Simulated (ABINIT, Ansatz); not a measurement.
## ZrSnSe3 (Pm-3m): zone-centre phonons

Which modes does ZrSnSe3 (Pm-3m) have at the zone centre?

Calculated with ABINIT 10.8.3; DFT LDA, scalar-relativistic, plane waves, JTH PAW pseudopotentials.

Report form: the programs' logs are mostly left out.

The structure was built from a prototype and need not be the compound's stable phase.

## 1. Starting point

Symmetry: Pm-3m, No. 221, cubic system. Conventional cell: a = 5.106 Å, b = 5.106 Å, c = 5.106 Å, α = 90.00°, β = 90.00°, γ = 90.00°. Nearest to Sn lie 12 Se at 3.61 Å. Nearest to Zr lie 6 Se at 2.55 Å. Nearest to Se lie 2 Zr at 2.55 Å. Farther neighbours and most contacts between anions are not listed.

## 2. Relaxation

The harmonic expansion needs vanishing forces, and a free crystal bears no stress, so cell and atoms are brought to rest. Stress is more sensitive to the basis than forces are: the last 3 Ha under the cutoff are smoothed with ecutsm, and the cutoff is raised above that of the later runs.

The starting cell comes from a relaxation made beforehand in Ansatz (LDA, PAW).

relax.abi reads:

```
# relaxation
ionmov 2
optcell 2
dilatmx 1.08
ntime 40
tolmxf 1.0d-05
tolvrs 1.0d-14
prtwf 0
prtden 0
chksymtnons 0

# basis, mesh and filling
ecut 24.0
ecutsm 3.0
pawecutdg 48.0
ngkpt 6 6 6
nshiftk 1
shiftk 0.0 0.0 0.0
istwfk *1
occopt 3
tsmear 0.01
nband 31
nstep 100
diemac 1000000.0
prtebands 0
prtgsr 0

# cell and atoms
acell 3*1.0 Angstrom
rprim 
    5.105627033 0.0 0.0
    0.0 5.105627033 0.0
    0.0 0.0 5.105627033
ntypat 3
znucl 50 40 34
natom 5
typat 1 2 3 3 3
xred 
    0.0 0.0 0.0
    0.5 0.5 0.5
    0.5 0.5 0.0
    0.5 0.0 0.5
    0.0 0.5 0.5
pp_dirpath "./pseudo"
pseudos "Sn.xml, Zr.xml, Se.xml"
```

Run with:

```bash
$ OMP_NUM_THREADS=1 mpirun -n 4 abinit relax.abi > relax.log
```

Run time: 2.4 min. Hardware: 4 MPI ranks of Arm Neoverse V1, shared host.

Little changed from the start: no atom moved by 0.005 Å and no cell edge by 0.1 %.

Read from the output:

* volume per atom: 26.69 Å³
* pressure: 3.81e-4 GPa
* gap on the k-mesh: 0 eV

The volume changes by +0.3 % from the cell with which this run began.

## 3. Ground state

First-order wavefunctions inherit every error of the ground state, hence the very tight tolvrs. Occupations are smeared.

gs.abi reads:

```
# ground state
tolvrs 1.0d-16
prtden 1
prtwf 1

# basis, mesh and filling
ecut 18.0
pawecutdg 36.0
ngkpt 6 6 6
nshiftk 1
shiftk 0.0 0.0 0.0
istwfk *1
occopt 3
tsmear 0.01
nband 31
nstep 100
diemac 1000000.0
prtebands 0
prtgsr 0

# cell and atoms
acell 3*1.0 Angstrom
rprim 
    5.11004017 0.0 0.0
    0.0 5.11004017 0.0
    0.0 0.0 5.11004017
ntypat 3
znucl 50 40 34
natom 5
typat 1 2 3 3 3
xred 
    0.0 0.0 0.0
    0.5 0.5 0.5
    0.5 0.5 0.0
    0.5 0.0 0.5
    0.0 0.5 0.5
pp_dirpath "./pseudo"
pseudos "Sn.xml, Zr.xml, Se.xml"
```

Run with:

```bash
$ OMP_NUM_THREADS=1 mpirun -n 4 abinit gs.abi > gs.log
```

Run time: 39 s. Hardware: 4 MPI ranks; 2.6 min of CPU time.

This step gave:

```
pressure : -0.1999 GPa
```

The cell stands at -0.20 GPa: the relaxation ran with a smoothed and higher cutoff, and the difference is a stress of the finite basis.

## 4. Linear response at Γ

At q = 0 one unit cell holds all displacements. The response is solved for single atoms along the cell's directions, and symmetry skips those that follow from others. The crystal is treated as a metal, which screens a static field, so no field response is asked.

dfpt_gamma.abi reads:

```

# common to the responses
getwfk_filepath "gso_WFK"
kptopt 2
nqpt 1
qpt 0.0 0.0 0.0
asr 0
chneut 0

# displacements
rfphon 1
rfatpol 1 5
rfdir 1 1 1
tolvrs 1.0d-10
prtwf 0

# basis, mesh and filling
ecut 18.0
pawecutdg 36.0
ngkpt 6 6 6
nshiftk 1
shiftk 0.0 0.0 0.0
istwfk *1
occopt 3
tsmear 0.01
nband 31
nstep 100
diemac 1000000.0
prtebands 0
prtgsr 0

# cell and atoms
acell 3*1.0 Angstrom
rprim 
    5.11004017 0.0 0.0
    0.0 5.11004017 0.0
    0.0 0.0 5.11004017
ntypat 3
znucl 50 40 34
natom 5
typat 1 2 3 3 3
xred 
    0.0 0.0 0.0
    0.5 0.5 0.5
    0.5 0.5 0.0
    0.5 0.0 0.5
    0.0 0.5 0.5
pp_dirpath "./pseudo"
pseudos "Sn.xml, Zr.xml, Se.xml"
```

Run with:

```bash
$ OMP_NUM_THREADS=1 mpirun -n 4 abinit dfpt_gamma.abi > dfpt_gamma.log
```

Wall time 6.8 min (4 MPI ranks).

This step gave:

| Property | Result |
| --- | --- |
| largest acoustic frequency at the zone centre before the sum rule | -6.09 cm⁻¹ |
| highest optical zone-centre mode (no LO-TO term) | 261.1 cm⁻¹ |
| lowest optical zone-centre mode | -100.3 cm⁻¹ |

The acoustic modes at Γ come out as far as 6.1 cm⁻¹ from zero, where they should vanish, a small numerical error. The lowest optical mode is imaginary, 100i cm⁻¹, an instability at this level and on this k mesh.

## 5. Modes with the sum rule

anaddb reads the merged derivatives and imposes the acoustic sum rule.

anaddb.abi reads:

```
ddb_filepath "gamma_DDB"
output_file "anaddb.abo"
outdata_prefix "anaddb"
asr 1
chneut 1
enunit 2
eivec 1
nph1l 1
qph1l 0.0 0.0 0.0 1.0
```

mrgddb.in reads:

```
gamma_DDB
merged
1
dfpt_gammao_DDB
```

Run with:

```bash
$ mrgddb < mrgddb.in > mrgddb.log
$ OMP_NUM_THREADS=1 anaddb anaddb.abi > anaddb.log
```

Wall time 0.53 s (1 thread).

This step gave:

```
lowest optical zone-centre mode : -99.83 cm⁻¹
```

No LO-TO term; unit eigenvectors of the mass-weighted matrix, from anaddb's displacements. Modes at Γ, with each element's share of the kinetic energy (negative means imaginary):

| mode | frequency (cm⁻¹) | symmetry | Sn % | Zr % | Se % |
| --- | --- | --- | --- | --- | --- |
| 1 | -99.8 | T1u | 56 | 1 | 43 |
| 2 | -99.8 | T1u | 56 | 1 | 43 |
| 3 | -99.8 | T1u | 56 | 1 | 43 |
| 4 | -68.6 | T2u | 0 | 0 | 100 |
| 5 | -68.6 | T2u | 0 | 0 | 100 |
| 6 | -68.6 | T2u | 0 | 0 | 100 |
| 7 | -47.4 | T1u | 17 | 52 | 31 |
| 8 | -47.4 | T1u | 17 | 52 | 31 |
| 9 | -47.4 | T1u | 17 | 52 | 31 |
| 10 | 0.0 | acoustic | 27 | 20 | 53 |
| 11 | 0.0 | acoustic | 27 | 20 | 53 |
| 12 | 0.0 | acoustic | 27 | 20 | 53 |
| 13 | 261.1 | T1u | 0 | 27 | 73 |
| 14 | 261.1 | T1u | 0 | 27 | 73 |
| 15 | 261.1 | T1u | 0 | 27 | 73 |

Displacements in mode 1 (-99.8 cm⁻¹), the largest set to 1:
```
Sn1  0.00  0.00  1.00
Zr2  0.00  0.00  0.13
Se3  0.00  0.00 -0.14
Se4  0.00  0.00 -0.76
Se5  0.00  0.00 -0.76
```

Displacements in mode 13 (261.1 cm⁻¹), the largest set to 1:
```
Sn1  0.00  0.00  0.01
Zr2  0.00  0.00  0.58
Se3  0.00  0.00 -1.00
Se4  0.00  0.00  0.16
Se5  0.00  0.00  0.16
```

The rule also moves an optical mode by 0.4 cm⁻¹.

## 6. Cross-check with Ansatz

The same cell goes through another code, with its own cutoff. The potentials differ.

This step: DFT LDA, scalar-relativistic, plane waves, PAW (Ansatz 0.2.0).

input.yaml reads:

```yaml
crystal:
  lattice:
    - [5.1100401699, 0.0, 0.0]
    - [0.0, 5.1100401699, 0.0]
    - [0.0, 0.0, 5.1100401699]
  atoms:
    - { symbol: Sn, position: [0.0, 0.0, 0.0] }
    - { symbol: Zr, position: [0.5, 0.5, 0.5] }
    - { symbol: Se, position: [0.5, 0.5, 0.0] }
    - { symbol: Se, position: [0.5, 0.0, 0.5] }
    - { symbol: Se, position: [0.0, 0.5, 0.5] }
kpoints:
  mp_grid: { grid: [6, 6, 6] }
hamiltonian:
  xc: lda
scf:
  occupations: { method: fermi_dirac, width: 0.27211 }
output:
  eigenvalues: true
phonons:
  method: dfpt
```

Run with:

```bash
$ ansatz run input.yaml --threads 4 --pin off --max-ram 8192MiB --backend cpu --events-out ev --progress --plain --runs-dir out
```

Elapsed: 63 s, on 4 threads; peak memory 1.7 GiB; 4 min of CPU time.

Read from the output:

| Quantity | Value |
| --- | --- |
| sum-rule residual before enforcement | 0.003565 eV/Å² |
| highest optical zone-centre mode (no LO-TO term) | 260.8 cm⁻¹ |
| lowest optical zone-centre mode | -99.96 cm⁻¹ |

## 7. The two compared: ABINIT JTH and Ansatz, PAW

Worked out from the results:

* root-mean-square difference: 0.22 cm⁻¹
* largest difference: 0.36 cm⁻¹

The 12 of 12 modes that differ most. Frequencies side by side:

| q (reciprocal lattice) | mode | ABINIT JTH (cm⁻¹) | Ansatz, PAW (cm⁻¹) |
| --- | --- | --- | --- |
| 0 0 0 | 1 | -99.83 | -99.96 |
| 0 0 0 | 2 | -99.83 | -99.96 |
| 0 0 0 | 3 | -99.83 | -99.96 |
| 0 0 0 | 4 | -68.62 | -68.44 |
| 0 0 0 | 5 | -68.62 | -68.44 |
| 0 0 0 | 6 | -68.62 | -68.44 |
| 0 0 0 | 7 | -47.41 | -47.52 |
| 0 0 0 | 8 | -47.41 | -47.52 |
| 0 0 0 | 9 | -47.41 | -47.52 |
| 0 0 0 | 13 | 261.1 | 260.8 |
| 0 0 0 | 14 | 261.1 | 260.8 |
| 0 0 0 | 15 | 261.1 | 260.8 |

At the zone centre the largest difference (acoustic modes at Γ apart) is 0.1 % of the highest mode.

## 8. Summary of results

* space group after relaxation: Pm-3m
* volume per atom: 26.7 Å³
* highest optical zone-centre mode (no LO-TO term): 261.1 cm⁻¹
* lowest optical zone-centre mode: -99.8 cm⁻¹
* imaginary optical modes at the zone centre (no q mesh in this session): yes
* largest difference from Ansatz, PAW: 0.36 cm⁻¹

In words: At the LDA level the optical modes of ZrSnSe3 (Pm-3m) at the zone centre run from 100i to 261 cm⁻¹, so the structure is a saddle point, with 9 modes beyond 10i cm⁻¹ there. ABINIT JTH and Ansatz, PAW agree to 0.36 cm⁻¹ (0.1 % of the highest mode compared) on all solved modes but the acoustic ones at Γ, without the LO-TO term. These are harmonic frequencies: anharmonic shifts and widths and the lattice's thermal expansion are left out. The Fermi-Dirac smearing of 0.01 Ha is an electronic temperature of 3158 K, which adds a pressure of its own and can shift the volume and soft modes. In a metal the frequencies hang on the k mesh and the smearing, most of all near Kohn anomalies. The structure is a hypothetical one, built on a prototype.

[Host names and launcher messages were left out of these logs when they were recorded.]

[Logs are printed without paths, hosts, clocks, repeated set-up lines and the standing remarks that a program may print on its own settings, such as how far it seeks lower states.]

[Hosts, paths, dates, database ids (printed as entryN), source tags and the programs' standing remarks are cut or masked in the printed files.]
